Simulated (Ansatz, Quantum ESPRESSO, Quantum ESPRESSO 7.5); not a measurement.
## Thickness dependence of 1T-PtS2

What does each added layer of 1T-PtS2 bring in screening, and what does it do to the gap?

Calculated with Quantum ESPRESSO 7.5; plane-wave DFT, PBE, GBRV ultrasoft pseudopotentials (geometry by Ansatz 0.2.0 with PAW datasets; geometry under PBE and PBE-D3(BJ)).

### 1. Starting point

The cell holds 3 atoms: 2 S and 1 Pt. Cell: a = 3.570 Å, b = 3.570 Å, c = 19.014 Å, α = 90.0°, β = 90.0°, γ = 120.0°. It derives from PtS2. Vacuum lies along c.

Coordinates:

```cif
data_structure
_symmetry_space_group_name_H-M 'P 1'
_symmetry_Int_Tables_number 1
_cell_length_a 3.5700
_cell_length_b 3.5700
_cell_length_c 19.0141
_cell_angle_alpha 90.000
_cell_angle_beta 90.000
_cell_angle_gamma 120.000
_cell_volume 209.87
loop_
_atom_site_label
_atom_site_type_symbol
_atom_site_fract_x
_atom_site_fract_y
_atom_site_fract_z
_atom_site_occupancy
S1 S 0.66667 0.33333 0.44704 1
Pt2 Pt 0.00000 0.00000 0.50000 1
S3 S 0.33333 0.66667 0.55296 1
```

### 2. Geometry from Ansatz, 1 layer

A relaxation in Ansatz fixes the structure of this slab for the runs on it.

input.yaml

```yaml
crystal:
  lattice:
    - [3.57, 0.0, 0.0]
    - [-1.785, 3.0917106915, 0.0]
    - [0.0, 0.0, 19.0140863934]
  atoms:
    - { symbol: S, position: [0.6666666667, 0.3333333333, 0.4470369927] }
    - { symbol: Pt, position: [0.0, 0.0, 0.5] }
    - { symbol: S, position: [0.3333333333, 0.6666666667, 0.5529630073] }
kpoints:
  mp_grid: { grid: [12, 12, 1] }
hamiltonian:
  xc: pbe
scf:
  occupations: { method: fermi_dirac, width: 0.05 }
  convergence: { dr2_threshold: 1.0e-08 }
efield:
  axis: 3
  dipole_correction: true
  ramp_position: 0.97
  ramp_width: 0.04
relax:
  f_tol: 0.01
  cell: { fix: [c, alpha, beta] }
output:
  write_potential: true
  write_density: true
  volumetric_format: npy
```

Command:

```sh
$ ansatz run input.yaml --threads 4 --pin off --max-ram 8192MiB --backend cpu --events-out ev --progress --plain --runs-dir out
```

Numbers of over 12 decimals in the logs are rounded to 6 here.

What it wrote:

```text
Warning: relax.cell: scf.convergence.dr2_threshold = 1e-8 eV is looser than the 3e-10 eV advised for a relaxation that steers and ends on the stress (1e-10 eV for each atom of the cell: 3). What an SCF threshold leaves in a stress goes as its square root, and in the free energy as the threshold itself, and one threshold admits the most on a small cell: [figures from the program's tests cut] Set scf.convergence.dr2_threshold to 3e-10 eV or tighter. The threshold is an SCF's pass mark: one that does not reach it within its budget of iterations ends unconverged, or closes short of it on a stop that the run arms, and scf.convergence.dr2_threshold's page says what that costs each kind of run
Engine: ansatz 0.2.0, x86_64-unknown-linux-gnu
Pseudopotentials: kind: paw
Pseudopotential: S, paw, valence charge 6, recommended cutoff 420 eV (normal), S.paw.azcp
Pseudopotential: Pt, paw, valence charge 18, recommended cutoff 420 eV (normal), Pt.paw.azcp
Functional definition: PBE
  parameter kappa = 0.804
  parameter beta = 0.066725
  exchange = pbe_x(kappa = kappa, mu = beta*pi^2/3)
  correlation = pbe_c(beta = beta)
Crystal: 3 atoms, lattice volume = 209.866 Å³
Basis set: ecut = 420 eV, 4041 PW (Γ), exchange–correlation on 48×48×256 points (8 copies of the dense FFT grid, shifted against one another)
Bands: 19, of which v1, the nominal top of the filled ones, is band 15 counted from 1 (14 counted from 0)
Symmetry: 6 space group operations
k-points: 19 of 144 (time reversal used)
Non-local potential: S, projectors of the file, l = 0: 2, l = 1: 2, l = 2: 2
Non-local potential: Pt, projectors of the file, l = 0: 3, l = 1: 2, l = 2: 2, l = 3: 1
PAW form: soft (Blöchl's): semilocal exchange-correlation on the pseudo side does not see the compensation charge
PAW one-centre angular grid: S, 110 points (default); XC on 64 Gauss nodes
PAW one-centre angular grid: Pt, 590 points (default); XC on 64 Gauss nodes
Initial density: superposition of atomic densities (neutral atoms: chi_scale 0, normalization atom), corrected by the library's trained network
Initial wavefunctions: pseudopotential atomic-orbital guess
Functional: x = pbe(κ = 0.804, μ = 0.219515), c = pbe(β = 0.066725)
SCF iter   1: F=—  HF=-14327.577341 eV  |F-HF|=—  |Δ(HF+E_count)|=         —  Δρ=2.48e-3  dr2=2.50e-2  ethr=1.77e-3  p=-0.000 e·Å  D=-3.98e-5 V/Å  ΔV_dip=0.00 eV  dr2_dipole=1.29e-8  V_vac-E_F(+/−)=5.43/5.43 eV  ⟨swp⟩=8.7  Hψ=2378  notcnv=0
efield: sawtooth ramp at fractional position 0.9700 (set: `efield.ramp_position`, or a place that a band, a saddle search or an elastic batch's reference lends), width 0.0400; the density the first Hamiltonian is built on has a dipole p = -0.000 e·Å; the dipole correction subtracts the counter field D = -3.98e-5 V/Å, which shifts the + side's vacuum level by +0.00 eV against the − side's; the planar-averaged density in the ramp window peaks in size at 6.6e-6 e/Å³
preconditioner: auto → none  [insulator: Δε(μ)=1.451 eV  Ē_g=10.133 eV  σ=0.050 eV  W_gap=1.00  n_scr=10 (ndim 8)  ℏωp=12.0 eV  f_vac=0.711  D(μ)=0.00/eV (n_scr^D=0)  ε∞_Penn≈2.4]
SCF iter   2: F=—  HF=-14327.570783 eV  |F-HF|=—  |Δ(HF+E_count)|=   6.56e-3  Δρ=1.65e-3  dr2=9.18e-3  ethr=8.35e-5  p=-0.000 e·Å  D=-1.14e-4 V/Å  ΔV_dip=0.00 eV  dr2_dipole=3.61e-7  V_vac-E_F(+/−)=5.16/5.16 eV  ⟨swp⟩=3.1  Hψ=842  notcnv=0
SCF iter   3: F=—  HF=-14327.569525 eV  |F-HF|=—  |Δ(HF+E_count)|=   1.26e-3  Δρ=8.55e-4  dr2=1.85e-3  ethr=3.06e-5  p=0.000 e·Å  D=1.31e-4 V/Å  ΔV_dip=-0.00 eV  dr2_dipole=7.56e-7  V_vac-E_F(+/−)=5.22/5.22 eV  ⟨swp⟩=2.1  Hψ=577  notcnv=0
SCF iter   4: F=—  HF=-14327.569390 eV  |F-HF|=—  |Δ(HF+E_count)|=   1.35e-4  Δρ=3.46e-4  dr2=1.32e-4  ethr=6.16e-6  p=-0.000 e·Å  D=-2.14e-4 V/Å  ΔV_dip=0.00 eV  dr2_dipole=1.66e-6  V_vac-E_F(+/−)=5.20/5.19 eV  ⟨swp⟩=2.3  Hψ=542  notcnv=0
SCF iter   5: F=—  HF=-14327.569526 eV  |F-HF|=—  |Δ(HF+E_count)|=   1.37e-4  Δρ=1.53e-4  dr2=2.31e-4  ethr=4.39e-7  p=0.001 e·Å  D=1.07e-3 V/Å  ΔV_dip=-0.02 eV  dr2_dipole=4.44e-5  V_vac-E_F(+/−)=5.17/5.19 eV  ⟨swp⟩=2.2  Hψ=585  notcnv=0
SCF iter   6: F=—  HF=-14327.569503 eV  |F-HF|=—  |Δ(HF+E_count)|=   2.35e-5  Δρ=4.51e-5  dr2=2.04e-6  ethr=4.39e-7  p=0.000 e·Å  D=2.42e-5 V/Å  ΔV_dip=-0.00 eV  dr2_dipole=3.49e-8  V_vac-E_F(+/−)=5.17/5.17 eV  ⟨swp⟩=2.1  Hψ=471  notcnv=0
SCF iter   7: F=—  HF=-14327.569489 eV  |F-HF|=—  |Δ(HF+E_count)|=   1.38e-5  Δρ=1.27e-5  dr2=1.23e-7  ethr=6.80e-9  p=0.000 e·Å  D=9.20e-6 V/Å  ΔV_dip=-0.00 eV  dr2_dipole=9.65e-10  V_vac-E_F(+/−)=5.17/5.17 eV  ⟨swp⟩=2.6  Hψ=658  notcnv=0
SCF iter   8: F=-14327.569489 eV  HF=-14327.569489 eV  |F-HF|=1.29e-8  |Δ(HF+E_count)|=   4.81e-7  Δρ=2.52e-6  dr2=7.71e-9  ethr=3.33e-11  p=-0.000 e·Å  D=-1.25e-6 V/Å  ΔV_dip=0.00 eV  dr2_dipole=6.00e-11  V_vac-E_F(+/−)=5.17/5.17 eV  ⟨swp⟩=8.6  Hψ=2907  notcnv=0
SCF 1 converged in 8 iterations: F = -14327.569489 eV  dr2 = 7.71e-9
  greatest PAW one-centre occupation: 1.000 electrons in one spin orbital (limit 2), on the Pt atom at site 1 (counted from 0), in its partial waves of l = 0
relax step   1: F+E_penalty+E_count = -14327.56948938 eV  Δ(F+E_penalty+E_count) = +0.000e0 eV  max|allowed force component| = 3.141e0 eV/Å  Δτ_max = 0.0000 Å  P = +5.509 GPa  Ω = 209.866 Å³  fix = [c, alpha, beta]  reactions: c +4.831 GPa  (8 SCF iters, accepted)
Crystal: 3 atoms, lattice volume = 212.229 Å³
Basis set: ecut = 420 eV, 4053 PW (Γ), exchange–correlation on 48×48×256 points (8 copies of the dense FFT grid, shifted against one another)
Initial density: handed on by an earlier stage of this run
Initial wavefunctions: those handed on with the density
iter 1 solved again at ethr=2.89e-4 eV; its pass at ethr=3.10e-3 eV (dr2=8.66e-2 eV) is discarded
SCF iter   1: F=—  HF=-14328.267789 eV  |F-HF|=—  |Δ(HF+E_count)|=         —  Δρ=8.83e-3  dr2=9.57e-2  ethr=2.89e-4  p=-0.000 e·Å  D=-1.30e-6 V/Å  ΔV_dip=0.00 eV  dr2_dipole=2.72e-11  V_vac-E_F(+/−)=5.47/5.47 eV  ⟨swp⟩=1.6  Hψ=2547  notcnv=0
efield: sawtooth ramp at fractional position 0.9700 (set: `efield.ramp_position`, or a place that a band, a saddle search or an elastic batch's reference lends), width 0.0400; the density the first Hamiltonian is built on has a dipole p = -0.000 e·Å; the dipole correction subtracts the counter field D = -1.30e-6 V/Å, which shifts the + side's vacuum level by +0.00 eV against the − side's; the planar-averaged density in the ramp window peaks in size at 1.1e-6 e/Å³
[...]
SCF iter   4: F=—  HF=-14328.252945 eV  |F-HF|=—  |Δ(HF+E_count)|=   1.01e-4  Δρ=6.43e-5  dr2=8.48e-6  ethr=1.10e-6  p=0.000 e·Å  D=2.57e-6 V/Å  ΔV_dip=-0.00 eV  dr2_dipole=1.03e-9  V_vac-E_F(+/−)=5.45/5.45 eV  ⟨swp⟩=2.1  Hψ=506  notcnv=0
SCF iter   5: F=—  HF=-14328.252876 eV  |F-HF|=—  |Δ(HF+E_count)|=   6.97e-5  Δρ=2.36e-5  dr2=5.63e-7  ethr=2.83e-8  p=-0.000 e·Å  D=-1.49e-5 V/Å  ΔV_dip=0.00 eV  dr2_dipole=1.39e-8  V_vac-E_F(+/−)=5.45/5.45 eV  ⟨swp⟩=2.1  Hψ=523  notcnv=0
SCF iter   6: F=—  HF=-14328.252876 eV  |F-HF|=—  |Δ(HF+E_count)|=   5.89e-7  Δρ=1.82e-5  dr2=5.51e-6  ethr=1.88e-9  p=0.000 e·Å  D=1.27e-4 V/Å  ΔV_dip=-0.00 eV  dr2_dipole=1.22e-6  V_vac-E_F(+/−)=5.45/5.45 eV  ⟨swp⟩=2.4  Hψ=611  notcnv=0
SCF iter   7: F=-14328.252876 eV  HF=-14328.252876 eV  |F-HF|=3.86e-10  |Δ(HF+E_count)|=   5.73e-7  Δρ=1.71e-6  dr2=3.69e-9  ethr=3.33e-11  p=-0.000 e·Å  D=-2.24e-6 V/Å  ΔV_dip=0.00 eV  dr2_dipole=7.24e-11  V_vac-E_F(+/−)=5.45/5.45 eV  ⟨swp⟩=9.1  Hψ=2913  notcnv=0
SCF 3 converged in 7 iterations: F = -14328.252876 eV  dr2 = 3.69e-9
relax step   3: F+E_penalty+E_count = -14328.25287577 eV  Δ(F+E_penalty+E_count) = -4.320e-3 eV  max|allowed force component| = 1.374e-3 eV/Å  Δτ_max = 0.0243 Å  P = +0.011 GPa  Ω = 210.361 Å³  energy of the carried Pulay correction = -2.935e-5 eV  fix = [c, alpha, beta]  reactions: c -0.000 GPa  (7 SCF iters, accepted)
Initial wavefunctions: pseudopotential atomic-orbital guess (no wavefunctions were taken with the density)
iter 1 solved again at ethr=1.85e-6 eV; its pass at ethr=3.10e-3 eV (dr2=5.54e-4 eV) is discarded
SCF iter   1: F=—  HF=-14328.252928 eV  |F-HF|=—  |Δ(HF+E_count)|=         —  Δρ=8.00e-6  dr2=1.84e-8  ethr=1.85e-6  p=-0.000 e·Å  D=-2.24e-6 V/Å  ΔV_dip=0.00 eV  dr2_dipole=7.24e-11  V_vac-E_F(+/−)=5.45/5.45 eV  ⟨swp⟩=3.1  Hψ=3268  notcnv=0
efield: sawtooth ramp at fractional position 0.9700 (set: `efield.ramp_position`, or a place that a band, a saddle search or an elastic batch's reference lends), width 0.0400; the density the first Hamiltonian is built on has a dipole p = -0.000 e·Å; the dipole correction subtracts the counter field D = -2.24e-6 V/Å, which shifts the + side's vacuum level by +0.00 eV against the − side's; the planar-averaged density in the ramp window peaks in size at 1.1e-6 e/Å³
eigensolver tolerance schedule: the retry pair's looser diagonalisation over-reported the residual by 30042.36 of it (diagonalisation noise at an unbounded share of the residual, at the tolerance the schedule requests for it); recorded, not acted on — ethr = c·dr2/N_el stays at c = 1.0e-1
preconditioner: auto → none  [insulator: Δε(μ)=1.771 eV  Ē_g=9.237 eV  σ=0.050 eV  W_gap=1.00  n_scr=10 (ndim 8)  ℏωp=12.0 eV  f_vac=0.690  D(μ)=0.00/eV (n_scr^D=0)  ε∞_Penn≈2.7]
SCF iter   2: F=—  HF=-14328.252888 eV  |F-HF|=—  |Δ(HF+E_count)|=   4.03e-5  Δρ=4.37e-6  dr2=2.54e-8  ethr=6.15e-11  p=0.000 e·Å  D=3.34e-6 V/Å  ΔV_dip=-0.00 eV  dr2_dipole=1.37e-9  V_vac-E_F(+/−)=5.45/5.45 eV  ⟨swp⟩=4.0  Hψ=1103  notcnv=0
SCF iter   3: F=—  HF=-14328.252894 eV  |F-HF|=—  |Δ(HF+E_count)|=   5.80e-6  Δρ=3.06e-6  dr2=2.78e-8  ethr=6.15e-11  p=-0.000 e·Å  D=-9.65e-6 V/Å  ΔV_dip=0.00 eV  dr2_dipole=5.47e-9  V_vac-E_F(+/−)=5.45/5.45 eV  ⟨swp⟩=2.3  Hψ=549  notcnv=0
SCF iter   4: F=—  HF=-14328.252897 eV  |F-HF|=—  |Δ(HF+E_count)|=   3.38e-6  Δρ=2.30e-6  dr2=1.23e-8  ethr=6.15e-11  p=0.000 e·Å  D=4.61e-6 V/Å  ΔV_dip=-0.00 eV  dr2_dipole=2.48e-9  V_vac-E_F(+/−)=5.45/5.45 eV  ⟨swp⟩=2.3  Hψ=481  notcnv=0
SCF iter   5: F=-14328.252904 eV  HF=-14328.252901 eV  |F-HF|=3.81e-6  |Δ(HF+E_count)|=   3.35e-6  Δρ=1.43e-6  dr2=2.22e-9  ethr=3.33e-11  p=0.000 e·Å  D=8.27e-7 V/Å  ΔV_dip=-0.00 eV  dr2_dipole=2.98e-10  V_vac-E_F(+/−)=5.45/5.45 eV  ⟨swp⟩=10.1  Hψ=2641  notcnv=0
SCF 4 converged in 5 iterations: F = -14328.252904 eV  dr2 = 2.22e-9
relax step   4: F+E_penalty+E_count = -14328.25290443 eV  Δ(F+E_penalty+E_count) = -2.866e-5 eV  max|allowed force component| = 1.373e-3 eV/Å  Δτ_max = 0.0000 Å  P = +0.009 GPa  Ω = 210.361 Å³  fix = [c, alpha, beta]  reactions: c -0.003 GPa  stress off target by 1.50e-2 GPa on what of the cell is left free  SCF on the basis re-selected at this cell (its energy is not comparable with the rows above)  (5 SCF iters)
basis re-selected at this cell: Δ(F+E_penalty+E_count) = -2.866e-5 eV, ΔP = -0.002 GPa vs the last step (what re-selecting the basis moved, of the pressure what is left beyond the Pulay correction that the steps carried, after the strain that the cell walked since its last selection, with what the two solves' SCF thresholds leave and, on support functions, any second-order correction that the steps lacked; it is no m [...]
WARN: The input density's exchange-correlation potential varies sharply where the density is thin. Do not read a vacuum level from v_tot or v_xc, or from such a field of the output density. On a cell that repeats whose density bears no net charge and no dipole along the vacuum's axis use v_es (v_loc + v_h of the components); under efield.dipole_correction with no amplitude use v_es + v_field, which holds any external [...]
SCF converged after 5 iterations
Free energy (F): -14328.252904 eV
Harris-Foulkes:  -14328.252901 eV  (|F-HF|=3.81e-6)
Internal energy: -14328.252904 eV  (E = F + TS)
E sigma→0 (E₀):  -14328.252904 eV
Fermi energy:    -1.160271 eV
Dipole field:    D = -0.000022 V/Å  (p = -0.000025 e·Å, saw-weighted, corrected)
Work function:   Φ+ = 5.4504 eV   Φ− = 5.4500 eV
Levels:          The Fermi level and band energies are counted from a zero that moves with the ramp; work functions are not
--- Per-component energies (eV) ---
  E_band       = -678.164170
  E_kinetic    = 848.618108
  E_local      = -18541.417082  (includes V_loc(G=0)·N_el)
  E_nonlocal   = 255.093544
  E_hartree    = 8766.869282
  E_xc         = -455.218667
  E_vxc        = -476.657282  (∫ρ·V_xc dr)
  E_paw        = -10653.784077  (= ΣΔE_a)
  E_vpaw       = -297.543115  (= ΣTr[D̂ρ^β])
  E_aug_tail   = 0.000191  (compensation charges beyond the density's cutoff)
  E_efield     = 0.000000  (sawtooth field / dipole correction)
  E_vefield    = 0.000124  (∫n·V_field dr)
  E_ewald      = 5451.585797
  E_smearing   = -0.000000  (= −TS)
  E_closure    = 0.000000  (closes the sum)
  Σ components = -14328.252904   (vs F -14328.252904, Δ=0.00e0)
--- Forces (eV/Å), atoms counted from 1 ---
  atom   1  S      0.00000000    -0.00000000     0.00137201
  atom   2  Pt     0.00000000    -0.00000000    -0.00000173
  atom   3  S     -0.00000000     0.00000000    -0.00137435
  max |Σ_I F_I| component: 4.06e-6 eV/Å
--- Stress (GPa, compression-positive) ---
        0.015043       0.000000       0.000000
       -0.000000       0.015043       0.000000
        0.000000       0.000000      -0.002565
  P = ⅓ Tr σ = 0.0092 GPa (0.092 kbar)
--- Band table (eV; the first three rows and the last of 19) ---
  k-point 0: bands = [... 11 lower, -2.8447, -2.7263, -2.3506, -2.3506, 1.1283, 1.1283, 3.3292, 3.7391]
  k-point 1: bands = [... 11 lower, -3.2509, -2.5935, -2.3089, -2.1608, 0.7101, 1.0130, 3.5361, 3.9272]
  k-point 2: bands = [... 11 lower, -3.7787, -2.3243, -2.2898, -2.0962, -0.0266, 0.7977, 4.0212, 4.2764]
  k-point 18: bands = [... 11 lower, -4.5167, -4.2923, -2.7814, -2.7814, 0.0819, 0.0819, 4.7905, 6.9009]
--- Relaxed structure (3 steps of the walk, 3 accepted, 1 SCFs on fresh bases) ---
  F+E_penalty+E_count = -14328.25290443 eV   max|allowed force component| = 1.373e-3 eV/Å   (the final SCF, on the basis selected at the relaxed cell)
  cell:  # Å, volume = 210.3607 Å³
    - [3.574203, 0.0, 0]
    - [-1.787101, 3.095351, 0]
    - [0, 0, 19.0140863934]
  atoms:
    - { symbol: S, position: [0.666667, 0.333333, 0.435363] }
    - { symbol: Pt, position: [0, 0, 0.500000] }
    - { symbol: S, position: [0.333333, 0.666667, 0.564637] }
```

Elapsed: 3.8 s, on 4 threads of Intel Xeon 6975P-C (Granite Rapids), shared host; peak memory 0.62 GiB; 14 s of CPU time.

Relaxation path:

| step | energy less that of the first step (eV) | largest force component (eV/Å) | pressure (GPa) | volume (Å³) |
| --- | --- | --- | --- | --- |
| 1 | 0.0000 | 3.1410 | 5.51 | 209.87 |
| 2 | -0.6791 | 0.1910 | 0.15 | 212.23 |
| 3 | -0.6834 | 0.0014 | 0.01 | 210.36 |
| 4* | -0.6834 | 0.0014 | 0.01 | 210.36 |

Relaxation steps marked * repeat the geometry before them on a plane-wave basis chosen anew for their cell, so energy and pressure can jump there.

Forces are held to the 6 operations that the run works with; a distortion that breaks them can't arise in this run.

| cell as run | before | after | change |
| --- | --- | --- | --- |
| a (Å) | 3.570 | 3.574 | +0.1 % |
| b (Å) | 3.570 | 3.574 | +0.1 % |

The atoms that moved most (Å, along periodic axes as changes of fractional coordinates times the final cell, across vacuum about the mean position):

| atom | dx | dy | dz | length |
| --- | --- | --- | --- | --- |
| S3 | 0.000 | 0.000 | 0.222 | 0.222 |
| S1 | 0.000 | 0.000 | -0.222 | 0.222 |

The relaxed structure:

```xyz
3
Lattice="3.5742 0.0000 0.0000 -1.7871 3.0954 0.0000 0.0000 0.0000 19.0141" Properties=species:S:1:pos:R:3
S     1.7871    1.0318    8.2780
Pt    0.0000    0.0000    9.5070
S     0.0000    2.0636   10.7361
```

Read from the output:

```
free energy                                                      : -14328.2529 eV
Fermi energy                                                     : -1.160 eV
gap by band count                                                : 1.771 eV
symmetry operations                                              : 6
dipole along the normal                                          : -2.53e-5 e·Å
vacuum level at the upper face over a Fermi level inside the gap : 5.450 eV
vacuum level at the lower face over a Fermi level inside the gap : 5.450 eV
```

[end of part 1 of 8]

[Logs are printed without paths, hosts, clocks, repeated set-up lines and the standing remarks that a program may print on its own settings, such as how far it seeks lower states.]

[Hosts, paths, dates, database ids (printed as entryN), source tags and the programs' standing remarks are cut or masked in the printed files.]

[Maps of the electrostatic potential energy from Ansatz leave out the sawtooth potential of an applied field or a dipole correction, so their vacuum need not be flat; planar profiles and work functions include it.]
